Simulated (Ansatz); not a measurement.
# Tunnelling across a broken Pb chain: predicting one gap

Set-up. Ansatz 0.2.0, plane waves with PAW datasets at the program's default cutoffs, Fermi-Dirac smearing of 0.05 eV, chains in boxes 7.5 Å wide or more, moments seeded when the perfect chain is relaxed. PBE, no spin-orbit coupling; one bond is opened by s Å beyond its relaxed length, the other atoms of a straight cell of 12 kept, without spin, and the conductance taken at 300 K.

| run | G (G₀) | largest error term (%) | s | ln G |
| --- | --- | --- | --- | --- |
| +1.8 Å | 0.5364 | 2 | 1.8 | −0.6229 |
| +2.5 Å | 0.1456 | 1 | 2.5 | −1.927 |
| +4.2 Å | 0.00527 | 4 | 4.2 | −5.246 |

One run is withheld: run = +3.3 Å, with s = 3.3. Fit a straight line ln G = a + b × s to the 3 rows shown and predict it.

**Fit.** The means are 2.833 for s and −2.599 for ln G. The sum of products of deviations is −5.883 and the sum of squares in s is 3.047, so b = −5.883 / 3.047 = −1.931 and a = −2.599 − (−1.931) × 2.833 = 2.873. The residuals' standard deviation, with 1 degree of freedom, is σ = 0.035.

**Prediction.** ln G = 2.873 + (−1.931) × 3.3 = −3.5, that is 0.0302 G₀. The run gave 0.0305 G₀ (ln G = −3.489), so the prediction less the run is −0.011. The standard error of a prediction there, σ√(1 + 1/3 + (3.3 − 2.833)²/3.047), is 0.042, and the miss is 0.26 times that, for a point between the fitted rows. With so few rows σ is itself uncertain.

**Limits.** Between neighbouring runs the slope of ln G lies between −1.95 and −1.86 per Å, so one exponential is an approximation. Error terms (up to 4 %, withheld run included) bound how much a small miss can mean. Broken ends may want a moment where none was allowed. No image potential, spin-orbit coupling or relaxation; a bent or dimerised chain may be lower in energy. Series of this kind are told only where this holds: one magnetic state in all runs, error terms under 60 %, and the runs' own leads conduct as the perfect chain does. 36 of 42 did.
